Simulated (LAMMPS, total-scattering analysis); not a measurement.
# Mo: density against pressure

Simulated by classical molecular dynamics (LAMMPS) with the SNAP potential (Zuo et al., J. Phys. Chem. A 124, 731 (2020)); about 600 atoms, sampled at 3580 K, each a liquid, cooled at 100 K/ps. An empirical potential describes the real material only near what it was fitted to; melting points and liquid densities can be off by several percent.

| pressure (GPa) | density (g/cm³) |
| --- | --- |
| 0 | 9.038 |
| 5 | 9.278 |
| 10 | ? |
| 40 | 10.444 |

**Task.** Fit a straight line to the known rows, say what its slope means, and predict the withheld row.

The means are x̄ = 15 and ȳ = 9.5867. Σ(x − x̄)(y − ȳ) = 32.75 and Σ(x − x̄)² = 950, so the slope is 0.03447 and the intercept 9.0696. The residuals are -0.032, +0.036, -0.005.

The fitted line rises by 1.379 g/cm³ over the range; the table's ends differ by 1.406.

At 10 GPa the line gives 9.414; the run gave 9.484, a miss of -0.070, 5 % of the range covered. With all rows in view, the slope between neighbours runs 0.048, 0.0412, 0.032: it shrinks steadily, so the relation is curved and a line is only a first account.
